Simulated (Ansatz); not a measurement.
# Nb-W-W-Nb stack of (111) layers: lattice stability ahead of a resistivity run

Question: is the lattice of Nb-W-W-Nb stack of (111) layers stable, and if so, what are its coupling constant and resistivity?

Program: Ansatz 0.2.0. Level of theory: DFT PBEsol, scalar-relativistic, plane waves, PAW; PAW set soft_1. Results are calculated unless marked as measured.

### Step 1. Set-up

The cell holds 4 atoms: 2 Nb and 2 W. Its edges and angles: a = 2.815 Å, b = 2.815 Å, c = 17.896 Å, α = 90.0°, β = 90.0°, γ = 120.0°. Vacuum lies along c.

### Step 2. Rough relaxation

Large forces or a large pressure at the start call for a first relaxation with loose thresholds.

The input, input.yaml:

```yaml
crystal:
  lattice:
    - [2.81524, 0.0, 0.0]
    - [-1.40762, 2.43807, 0.0]
    - [0.0, 0.0, 17.8959]
  atoms:
    - { symbol: Nb, position: [0.0, 0.0, 0.30733294] }
    - { symbol: W, position: [0.33333333, 0.66666667, 0.43577765] }
    - { symbol: W, position: [0.66666667, 0.33333333, 0.56422235] }
    - { symbol: Nb, position: [0.0, 0.0, 0.69266706] }
  periodic: [true, true, false]
kpoints:
  mp_grid: { grid: [9, 9, 1] }
hamiltonian:
  xc: pbesol
  pseudopotentials: { kind: paw, azcp: { folder: soft_1 }, xc_functional: pbe }
scf:
  occupations: { method: gaussian, width: 0.1 }
output:
  forces: true
  stress: true
  eigenvalues: true
relax:
  adjacent_minimum: "off"
  f_tol: 0.05
  max_steps: 80
  cell: { stress_2d_tol: 0.02 }
```

Launch:

```bash
> ansatz run input.yaml --threads 4 --pin off --max-ram 12288MiB --backend cpu --events-out ev --progress --plain --runs-dir out
```

Numbers of over 12 decimals in the logs are rounded to 6 here.

The log of the run:

```text
Warning: crystal.periodic: the lattice vector that does not repeat stood 0.000° off the slab's normal, 17.896 Å along it as the deck builds it. The run solves the slab on a vector along the normal, 37.592 Å long, with every atom where it was (on the deck's vector they left 11.00 Å outside them, and the widest stretch free of ions among them is 2.30 Å). A fractional position that the run reports is one of the run's ce [...]
The last accepted step is kept in <dir> (removed where the run ends without a failure and the disk answers)
crystal.periodic: the lattice vector that does not repeat stood 0.000° off the slab's normal, 17.896 Å along it as the deck builds it. The run solves the slab on a vector along the normal, 37.592 Å long, with every atom where it was (on the deck's vector they left 11.00 Å outside them, and the widest stretch free of ions among them is 2.30 Å). A fractional position that the run reports is one of the run's cell, which [...]
Engine: ansatz 0.2.0, aarch64-unknown-linux-gnu
Pseudopotentials: kind: paw
Pseudopotential: Nb, paw, valence charge 13, recommended cutoff 420 eV (normal), soft_1/Nb.paw.azcp
Pseudopotential: W, paw, valence charge 14, recommended cutoff 420 eV (normal), soft_1/W.paw.azcp
Functional definition: PBEsol
  exchange = pbesol_x
  correlation = pbesol_c
Crystal: 4 atoms, lattice volume = 258.021 Å³
Basis set: ecut = 420 eV, 5081 PW (Γ), exchange–correlation on 40×40×512 points (8 copies of the dense FFT grid, shifted against one another)
Bands: 33, of which v1, the nominal top of the filled ones, is band 27 counted from 1 (26 counted from 0)
Symmetry: 12 space group operations
Space group: P-3m1 (ITA 164), of the structure as read, at distance tolerance 6.4e-5 Å
k-points: 12 of 81
Non-local potential: Nb, projectors of the file, l = 0: 3, l = 1: 2, l = 2: 2, l = 3: 1
Non-local potential: W, projectors of the file, l = 0: 3, l = 1: 2, l = 2: 2, l = 3: 1
PAW form: soft (Blöchl's): semilocal exchange-correlation on the pseudo side does not see the compensation charge
PAW frozen core: Nb, regenerated for the run's functional, and the local potential with it (the file was generated under x = pbe(κ = 0.804, μ = 0.219515), c = pbe(β = 0.066725))
PAW frozen core: W, regenerated for the run's functional, and the local potential with it (the file was generated under x = pbe(κ = 0.804, μ = 0.219515), c = pbe(β = 0.066725))
PAW one-centre angular grid: Nb, 590 points (default); XC on 64 Gauss nodes
PAW one-centre angular grid: W, 590 points (default); XC on 64 Gauss nodes
Initial density: superposition of atomic densities (neutral atoms: chi_scale 0, normalization atom)
Initial wavefunctions: pseudopotential atomic-orbital guess
Functional: x = pbesol(κ = 0.804, μ = 0.123457), c = pbesol(β = 0.046)
SCF iter   1: F=—  HF=-29506.582942 eV  |F-HF|=—  |Δ(HF+E_count)|=         —  Δρ=5.02e-2  dr2=7.66e1  ethr=3.10e-3  ⟨swp⟩=13.2  Hψ=3062  notcnv=0
preconditioner: auto → LDOS  [insulator: Δε(μ)=0.115 eV  Ē_g=4.702 eV  σ=0.100 eV  W_gap=0.58  n_scr=24 (ndim 8)  ℏωp=10.8 eV  f_vac=0.689  D(μ)=3.81/eV (n_scr^D=18)  ε∞_Penn≈6.3  β→1.0]
SCF iter   2: F=—  HF=-29506.288086 eV  |F-HF|=—  |Δ(HF+E_count)|=   2.95e-1  Δρ=4.49e-2  dr2=7.99e1  ethr=3.10e-3  ⟨swp⟩=7.5  Hψ=1421  notcnv=0  defer=13
SCF iter   3: F=—  HF=-29502.379699 eV  |F-HF|=—  |Δ(HF+E_count)|=    3.91e0  Δρ=7.55e-3  dr2=1.75e-1  ethr=3.10e-3  ⟨swp⟩=6.4  Hψ=1300  notcnv=0  defer=11
SCF iter   4: F=—  HF=-29502.381408 eV  |F-HF|=—  |Δ(HF+E_count)|=   1.71e-3  Δρ=2.42e-3  dr2=2.18e-2  ethr=3.25e-4  ⟨swp⟩=3.8  Hψ=922  notcnv=0  defer=9
SCF iter   5: F=—  HF=-29502.380845 eV  |F-HF|=—  |Δ(HF+E_count)|=   5.63e-4  Δρ=7.01e-4  dr2=7.84e-4  ethr=4.04e-5  ⟨swp⟩=4.0  Hψ=939  notcnv=0  defer=9
SCF iter   6: F=—  HF=-29502.381427 eV  |F-HF|=—  |Δ(HF+E_count)|=   5.82e-4  Δρ=2.35e-4  dr2=3.17e-4  ethr=1.45e-6  ⟨swp⟩=4.1  Hψ=984  notcnv=0  defer=9
SCF iter   7: F=—  HF=-29502.381487 eV  |F-HF|=—  |Δ(HF+E_count)|=   6.03e-5  Δρ=9.77e-5  dr2=5.41e-5  ethr=5.87e-7  ⟨swp⟩=3.1  Hψ=769  notcnv=0  defer=9
SCF iter   8: F=—  HF=-29502.381705 eV  |F-HF|=—  |Δ(HF+E_count)|=   2.17e-4  Δρ=3.25e-5  dr2=8.90e-6  ethr=1.00e-7  ⟨swp⟩=3.2  Hψ=786  notcnv=0  defer=9
SCF iter   9: F=—  HF=-29502.381707 eV  |F-HF|=—  |Δ(HF+E_count)|=   2.13e-6  Δρ=1.46e-5  dr2=1.39e-6  ethr=1.65e-8  ⟨swp⟩=4.0  Hψ=824  notcnv=0  defer=9
SCF iter  10: F=-29502.381707 eV  HF=-29502.381707 eV  |F-HF|=1.33e-7  |Δ(HF+E_count)|=   1.28e-7  Δρ=3.64e-6  dr2=4.63e-8  ethr=1.85e-10  ⟨swp⟩=15.2  Hψ=3288  notcnv=0
SCF 1 converged in 10 iterations: F = -29502.381707 eV  dr2 = 4.63e-8
  greatest PAW one-centre occupation: 0.999 electrons in one spin orbital (limit 2), on the W atom at site 2 (counted from 0), in its partial waves of l = 0
relax step   1: F+E_penalty+E_count = -29502.38170697 eV  Δ(F+E_penalty+E_count) = +0.000e0 eV  max|allowed force component| = 1.094e0 eV/Å  Δτ_max = 0.0000 Å  P = +0.718 N/m  Ω = 258.021 Å³  fix = [c, alpha, beta]  reactions: c +0.000 N/m  (10 SCF iters, dr2 threshold 1.00e-7 eV, accepted)
Crystal: 4 atoms, lattice volume = 257.598 Å³
Basis set: ecut = 420 eV, 5069 PW (Γ), exchange–correlation on 40×40×512 points (8 copies of the dense FFT grid, shifted against one another)
Initial density: handed on by an earlier stage of this run
Initial wavefunctions: those handed on with the density
iter 1 solved again at ethr=2.75e-3 eV; its pass at ethr=3.10e-3 eV (dr2=1.48e0 eV) is discarded
SCF iter   1: F=—  HF=-29502.504401 eV  |F-HF|=—  |Δ(HF+E_count)|=         —  Δρ=1.06e-2  dr2=1.47e0  ethr=2.75e-3  ⟨swp⟩=1.7  Hψ=2884  notcnv=0
preconditioner: auto → LDOS  [insulator: Δε(μ)=0.112 eV  Ē_g=3.796 eV  σ=0.100 eV  W_gap=0.57  n_scr=24 (ndim 8)  ℏωp=10.9 eV  f_vac=0.684  D(μ)=5.75/eV (n_scr^D=24)  ε∞_Penn≈9.2  β→1.0]
SCF iter   2: F=—  HF=-29502.434017 eV  |F-HF|=—  |Δ(HF+E_count)|=   7.04e-2  Δρ=6.50e-3  dr2=5.15e-1  ethr=2.73e-3  ⟨swp⟩=3.7  Hψ=887  notcnv=0
SCF iter   3: F=—  HF=-29502.373392 eV  |F-HF|=—  |Δ(HF+E_count)|=   6.06e-2  Δρ=1.96e-3  dr2=9.44e-2  ethr=9.53e-4  ⟨swp⟩=3.7  Hψ=980  notcnv=0  defer=5
SCF iter   4: F=—  HF=-29502.366713 eV  |F-HF|=—  |Δ(HF+E_count)|=   6.68e-3  Δρ=6.34e-4  dr2=6.03e-3  ethr=1.75e-4  ⟨swp⟩=2.8  Hψ=645  notcnv=0  defer=6
SCF iter   5: F=—  HF=-29502.366318 eV  |F-HF|=—  |Δ(HF+E_count)|=   3.96e-4  Δρ=1.43e-4  dr2=1.14e-4  ethr=1.12e-5  ⟨swp⟩=3.5  Hψ=841  notcnv=0  defer=6
SCF iter   6: F=—  HF=-29502.366549 eV  |F-HF|=—  |Δ(HF+E_count)|=   2.32e-4  Δρ=5.58e-5  dr2=2.60e-5  ethr=2.11e-7  ⟨swp⟩=4.2  Hψ=1022  notcnv=0  defer=6
[...]
SCF iter  11: F=—  HF=-29502.534277 eV  |F-HF|=—  |Δ(HF+E_count)|=   1.19e-9  Δρ=1.14e-7  dr2=7.86e-11  ethr=1.23e-12  ⟨swp⟩=3.2  Hψ=658  notcnv=0  defer=4
SCF iter  12: F=—  HF=-29502.534277 eV  |F-HF|=—  |Δ(HF+E_count)|=  4.66e-10  Δρ=2.54e-8  dr2=5.97e-12  ethr=1.00e-12  ⟨swp⟩=1.9  Hψ=481  notcnv=0  defer=4
SCF iter  13: F=-29502.534277 eV  HF=-29502.534277 eV  |F-HF|=1.46e-11  |Δ(HF+E_count)|=  5.82e-11  Δρ=1.76e-8  dr2=1.74e-12  ethr=1.00e-12  ⟨swp⟩=19.3  Hψ=3213  notcnv=0
SCF 3 converged in 13 iterations: F = -29502.534277 eV  dr2 = 1.74e-12
relax step   3: F+E_penalty+E_count = -29502.53427703 eV  Δ(F+E_penalty+E_count) = -1.526e-1 eV  max|allowed force component| = 3.911e-1 eV/Å  Δτ_max = 0.0949 Å  P = -3.524 N/m  Ω = 256.721 Å³  energy of the carried Pulay correction = +8.714e-5 eV  fix = [c, alpha, beta]  reactions: c -0.000 N/m  (13 SCF iters, accepted)
[...]
relax step   4: F+E_penalty+E_count = -29502.63235352 eV  Δ(F+E_penalty+E_count) = -9.808e-2 eV  max|allowed force component| = 7.026e-1 eV/Å  Δτ_max = 0.0965 Å  P = -2.687 N/m  Ω = 251.686 Å³  energy of the carried Pulay correction = +4.289e-4 eV  fix = [c, alpha, beta]  reactions: c -0.000 N/m  (9 SCF iters, dr2 threshold 4.00e-7 eV, accepted)
[...]
relax step   5: F+E_penalty+E_count = -29502.67499964 eV  Δ(F+E_penalty+E_count) = -4.265e-2 eV  max|allowed force component| = 2.753e-1 eV/Å  Δτ_max = 0.1458 Å  P = +1.549 N/m  Ω = 245.211 Å³  energy of the carried Pulay correction = +8.784e-4 eV  fix = [c, alpha, beta]  reactions: c +0.000 N/m  (8 SCF iters, dr2 threshold 4.00e-7 eV, accepted)
[...]
relax step   6: F+E_penalty+E_count = -29502.69093135 eV  Δ(F+E_penalty+E_count) = -1.593e-2 eV  max|allowed force component| = 9.836e-2 eV/Å  Δτ_max = 0.0550 Å  P = -1.070 N/m  Ω = 247.973 Å³  energy of the carried Pulay correction = +6.852e-4 eV  fix = [c, alpha, beta]  reactions: c -0.000 N/m  (7 SCF iters, dr2 threshold 4.00e-7 eV, accepted)
[...]
relax step   7: F+E_penalty+E_count = -29502.69186568 eV  Δ(F+E_penalty+E_count) = -9.343e-4 eV  max|allowed force component| = 1.944e-2 eV/Å  Δτ_max = 0.0066 Å  P = +0.724 N/m  Ω = 246.782 Å³  energy of the carried Pulay correction = +7.683e-4 eV  fix = [c, alpha, beta]  reactions: c +0.000 N/m  (5 SCF iters, dr2 threshold 4.00e-7 eV, accepted)
[...]
relax step   8: F+E_penalty+E_count = -29502.69218123 eV  Δ(F+E_penalty+E_count) = -3.156e-4 eV  max|allowed force component| = 4.364e-3 eV/Å  Δτ_max = 0.0025 Å  P = +0.017 N/m  Ω = 247.240 Å³  energy of the carried Pulay correction = +7.363e-4 eV  fix = [c, alpha, beta]  reactions: c +0.000 N/m  (4 SCF iters, dr2 threshold 4.00e-7 eV, accepted)
Initial wavefunctions: pseudopotential atomic-orbital guess (no wavefunctions were taken with the density)
iter 1 solved again at ethr=4.50e-8 eV; its pass at ethr=3.10e-3 eV (dr2=2.43e-5 eV) is discarded
SCF iter   1: F=—  HF=-29502.691287 eV  |F-HF|=—  |Δ(HF+E_count)|=         —  Δρ=3.80e-5  dr2=6.76e-7  ethr=4.50e-8  ⟨swp⟩=8.7  Hψ=5211  notcnv=0
preconditioner: auto → LDOS  [metal: Δε(μ)=0.034 eV  Ē_g=4.001 eV  σ=0.100 eV  W_gap=0.19  n_scr=24 (ndim 8)  ℏωp=11.1 eV  f_vac=0.678  D(μ)=5.58/eV (n_scr^D=24)  β→1.0]
SCF iter   2: F=—  HF=-29502.691505 eV  |F-HF|=—  |Δ(HF+E_count)|=   2.18e-4  Δρ=6.96e-6  dr2=3.40e-7  ethr=1.25e-9  ⟨swp⟩=3.5  Hψ=922  notcnv=0
SCF iter   3: F=—  HF=-29502.691505 eV  |F-HF|=—  |Δ(HF+E_count)|=   1.00e-8  Δρ=2.75e-6  dr2=8.42e-8  ethr=6.29e-10  ⟨swp⟩=4.2  Hψ=973  notcnv=0
SCF iter   4: F=—  HF=-29502.691505 eV  |F-HF|=—  |Δ(HF+E_count)|=   1.98e-8  Δρ=1.07e-6  dr2=9.12e-9  ethr=1.56e-10  ⟨swp⟩=2.9  Hψ=704  notcnv=0
SCF iter   5: F=—  HF=-29502.691505 eV  |F-HF|=—  |Δ(HF+E_count)|=   1.87e-9  Δρ=2.27e-7  dr2=5.73e-10  ethr=1.69e-11  ⟨swp⟩=3.1  Hψ=828  notcnv=0
SCF iter   6: F=—  HF=-29502.691505 eV  |F-HF|=—  |Δ(HF+E_count)|=   1.20e-9  Δρ=6.00e-8  dr2=3.21e-11  ethr=1.06e-12  ⟨swp⟩=3.8  Hψ=879  notcnv=0
SCF iter   7: F=—  HF=-29502.691505 eV  |F-HF|=—  |Δ(HF+E_count)|=  5.82e-11  Δρ=2.17e-8  dr2=2.99e-12  ethr=1.00e-12  ⟨swp⟩=13.7  Hψ=3204  notcnv=0
SCF iter   8: F=-29502.691505 eV  HF=-29502.691505 eV  |F-HF|=8.73e-11  |Δ(HF+E_count)|=  4.37e-11  Δρ=7.05e-9  dr2=4.76e-13  ethr=1.00e-12  ⟨swp⟩=8.1  Hψ=1999  notcnv=0
SCF 9 converged in 8 iterations: F = -29502.691505 eV  dr2 = 4.76e-13
relax step   9: F+E_penalty+E_count = -29502.69150469 eV  Δ(F+E_penalty+E_count) = +6.765e-4 eV  max|allowed force component| = 4.319e-3 eV/Å  Δτ_max = 0.0000 Å  P = +0.012 N/m  Ω = 247.240 Å³  fix = [c, alpha, beta]  reactions: c +0.000 N/m  stress off target by 1.17e-2 N/m on what of the cell is left free  SCF on the basis re-selected at this cell (its energy is not comparable with the rows above)  (8 SCF iters)
basis re-selected at this cell: Δ(F+E_penalty+E_count) = +6.765e-4 eV, ΔP = -0.006 N/m vs the last step (what re-selecting the basis moved, of the pressure what is left beyond the Pulay correction that the steps carried, after the strain that the cell walked since its last selection, with what the two solves' SCF thresholds leave and, on support functions, any second-order correction that the steps lacked; it is no m [...]
SCF converged after 8 iterations
Free energy (F): -29502.691505 eV
Harris-Foulkes:  -29502.691505 eV  (|F-HF|=8.73e-11)
Internal energy: -29502.663611 eV  (E = F + TS)
E sigma→0 (E₀):  -29502.677558 eV
Entropy (-TS):   -0.027894 eV (-6.974 meV/atom)
Fermi energy:    -5.056219 eV
--- Per-component energies (eV) ---
  E_band       = -1655.733916
  E_kinetic    = 1591.725828
  E_local      = -251371.862222  (includes V_loc(G=0)·N_el)
  E_nonlocal   = 150.950830
  E_hartree    = 124701.379317
  E_xc         = -859.755692
  E_vxc        = -860.661155  (∫ρ·V_xc dr)
  E_paw        = -22956.490007  (= ΣΔE_a)
  E_vpaw       = -568.646432  (= ΣTr[D̂ρ^β])
  E_aug_tail   = 0.000385  (compensation charges beyond the density's cutoff)
  E_ewald      = 119240.566816
  E_core_change = 0.821135  (= ΣΔE_core)
  E_smearing   = -0.027894  (= −TS)
  E_closure    = -0.000000  (closes the sum)
  Σ components = -29502.691505   (vs F -29502.691505, Δ=0.00e0)
--- Forces (eV/Å), atoms counted from 1 ---
  atom   1  Nb     0.00000000     0.00000000     0.00013635
  atom   2  W      0.00000000     0.00000000    -0.00431861
  atom   3  W     -0.00000000    -0.00000000     0.00431861
  atom   4  Nb    -0.00000000     0.00000000    -0.00013635
  max |Σ_I F_I| component: 3.47e-18 eV/Å
--- 2D stress c σ (N/m, compression-positive) ---
        0.011686       0.000000       0.000000
        0.000000       0.011686       0.000000
        0.000000       0.000000       0.000000
  P = ½ c Tr σ = 0.0117 N/m
--- Band table (eV; the first three rows and the last of 12) ---
  k-point 0: bands = [... 23 lower, -5.4817, -5.4817, -5.2287, -5.2287, -5.0473, -4.6131, -4.5047, -4.5047, ... 2 higher]
  k-point 1: bands = [... 23 lower, -5.9963, -5.6119, -5.1421, -5.0045, -4.9750, -4.8945, -4.8098, -4.7887, ... 2 higher]
  k-point 2: bands = [... 23 lower, -6.4130, -5.9182, -5.4100, -5.3694, -5.2440, -4.4879, -4.0154, -3.6869, ... 2 higher]
  k-point 11: bands = [... 23 lower, -6.0749, -6.0749, -5.1377, -5.1377, -5.1069, -5.1069, -4.0225, -3.6471, ... 2 higher]
--- Relaxed structure (8 steps of the walk, 7 accepted, 1 SCFs on fresh bases) ---
  F+E_penalty+E_count = -29502.69150469 eV   max|allowed force component| = 4.319e-3 eV/Å   (the final SCF, on the basis selected at the relaxed cell)
  cell:  # Å, volume = 247.2399 Å³
    - [2.755798, 0.0, 0]
    - [-1.377899, 2.386591, 0]
    - [0, 0, 37.591801756216]
  atoms:
    - { symbol: Nb, position: [-1.4780006302739042e-17, -4.222858943639717e-18, 0.138908] }
    - { symbol: W, position: [0.333333, 0.666667, 0.205654] }
    - { symbol: W, position: [0.666667, 0.333333, 0.270404] }
    - { symbol: Nb, position: [1.4780006302739042e-17, 4.222858943639717e-18, 0.337151] }
```

Elapsed: 22 s, on 4 threads of Arm Neoverse V2, shared host; peak memory 0.69 GiB.

Step by step:

```tsv
step	energy less that of the first step (eV)	largest force component (eV/Å)	volume (Å³)
1	0.0000	1.0944	258.02
2	0.0151	2.3060	257.60
3	-0.1526	0.3911	256.72
4	-0.2506	0.7026	251.69
5	-0.2933	0.2753	245.21
6	-0.3092	0.0984	247.97
7	-0.3102	0.0194	246.78
8	-0.3105	0.0044	247.24
9*	-0.3098	0.0043	247.24
```

Relaxation steps marked * repeat the geometry before them on a plane-wave basis chosen anew for their cell, so energy and pressure can jump there. Relaxation step 2 was tried and not accepted.

Forces are held to the 12 operations that the run works with; a distortion that breaks them can't arise in this run.

```tsv
cell as run	before	after	change
a (Å)	2.815	2.756	-2.1 %
b (Å)	2.815	2.756	-2.1 %
```

The atoms that moved most (Å, along periodic axes as changes of fractional coordinates times the final cell, across vacuum about the mean position):

```tsv
atom	dx	dy	dz	length
Nb4	0.000	0.000	0.278	0.278
Nb1	0.000	0.000	-0.278	0.278
W2	0.000	0.000	-0.068	0.068
W3	0.000	0.000	0.068	0.068
```

Final coordinates:

```cif
data_structure
_symmetry_space_group_name_H-M 'P 1'
_symmetry_Int_Tables_number 1
_cell_length_a 2.7558
_cell_length_b 2.7558
_cell_length_c 37.5918
_cell_angle_alpha 90.000
_cell_angle_beta 90.000
_cell_angle_gamma 120.000
_cell_volume 247.24
loop_
_atom_site_label
_atom_site_type_symbol
_atom_site_fract_x
_atom_site_fract_y
_atom_site_fract_z
_atom_site_occupancy
Nb1 Nb 0.00000 0.00000 0.13891 1
W2 W 0.33333 0.66667 0.20565 1
W3 W 0.66667 0.33333 0.27040 1
Nb4 Nb 0.00000 0.00000 0.33715 1
```

This step gave:

| Property | Result |
| --- | --- |
| metallic on mesh | yes |
| gap on the k-mesh | 0 eV |

The relaxation ends with a largest force component of 0.0043 eV/Å.

### Step 3. Relaxation

Lattice constant and positions set the bands and the force constants, so the cell is relaxed first.

input.yaml, the sections that differ from step 2:

```yaml
crystal:
  lattice:
    - [2.7557979694, 0.0, 0.0]
    - [-1.3778989847, 2.3865910492, 0.0]
    - [0.0, 0.0, 37.5918017562]
  atoms:
    - { symbol: Nb, position: [0.0, 0.0, 0.1389078229] }
    - { symbol: W, position: [0.3333333333, 0.6666666667, 0.2056541229] }
    - { symbol: W, position: [0.6666666667, 0.3333333333, 0.2704044634] }
    - { symbol: Nb, position: [0.0, 0.0, 0.3371507634] }
  periodic: [true, true, false]
kpoints:
  mp_grid: { grid: [12, 12, 1] }
relax:
  adjacent_minimum: "off"
  f_tol: 0.005
  max_steps: 80
  cell: { stress_2d_tol: 0.02 }
# hamiltonian, scf, output: as in step 2
```

The log of the run:

```text
[the first part of the log is left out]
  E_aug_tail   = 0.000385  (compensation charges beyond the density's cutoff)
  E_ewald      = 124864.948736
  E_core_change = 0.821135  (= ΣΔE_core)
  E_smearing   = -0.028104  (= −TS)
  E_closure    = 0.000000  (closes the sum)
  Σ components = -29502.635455   (vs F -29502.635455, Δ=0.00e0)
--- Forces (eV/Å), atoms counted from 1 ---
  atom   1  Nb     0.00000000     0.00000000     0.00260478
  atom   2  W      0.00000000    -0.00000000    -0.00124648
[...]
P = ½ c Tr σ = -0.0060 N/m
--- Band table (eV; the first three rows and the last of 19) ---
[...]
--- Relaxed structure (3 steps of the walk, 2 accepted, 1 SCFs on fresh bases) ---
[...]
cell:  # Å, volume = 254.5802 Å³
    - [2.755913, 0.0, 0]
    - [-1.377957, 2.386691, 0]
    - [0, 0, 38.704619]
  atoms:
    - { symbol: Nb, position: [2.0602579558809127e-19, 0, 0.135028] }
    - { symbol: W, position: [0.333333, 0.666667, 0.199695] }
    - { symbol: W, position: [0.666667, 0.333333, 0.262676] }
    - { symbol: Nb, position: [-2.0602579558809115e-19, 0, 0.327343] }
```

The job ended after 15 s (4 threads; peak memory 0.76 GiB).

Step by step:

```tsv
step	energy less that of the first step (eV)	largest force component (eV/Å)	volume (Å³)
1	0.0000	0.0744	254.56
2	0.0097	0.4007	254.48
3	-0.0003	0.0026	254.58
4	-0.0003	0.0026	254.58
```

The log counts 1 steps on a newly chosen plane-wave basis, not all of them marked here; energy and pressure can jump at such steps. Relaxation step 2 was tried and not accepted.

```tsv
cell as run	before	after	change
a (Å)	2.756	2.756	+0.0 %
b (Å)	2.756	2.756	+0.0 %
```

Final coordinates:

```cif
data_structure
_symmetry_space_group_name_H-M 'P 1'
_symmetry_Int_Tables_number 1
_cell_length_a 2.7559
_cell_length_b 2.7559
_cell_length_c 38.7046
_cell_angle_alpha 90.000
_cell_angle_beta 90.000
_cell_angle_gamma 120.000
_cell_volume 254.58
loop_
_atom_site_label
_atom_site_type_symbol
_atom_site_fract_x
_atom_site_fract_y
_atom_site_fract_z
_atom_site_occupancy
Nb1 Nb 0.00000 0.00000 0.13503 1
W2 W 0.33333 0.66667 0.19970 1
W3 W 0.66667 0.33333 0.26268 1
Nb4 Nb 0.00000 0.00000 0.32734 1
```

(Part 1 of 2 ends here.)

[Logs are printed without paths, hosts, clocks, repeated set-up lines and the standing remarks that a program may print on its own settings, such as how far it seeks lower states.]

[Hosts, paths, dates, database ids (printed as entryN), source tags and the programs' standing remarks are cut or masked in the printed files.]
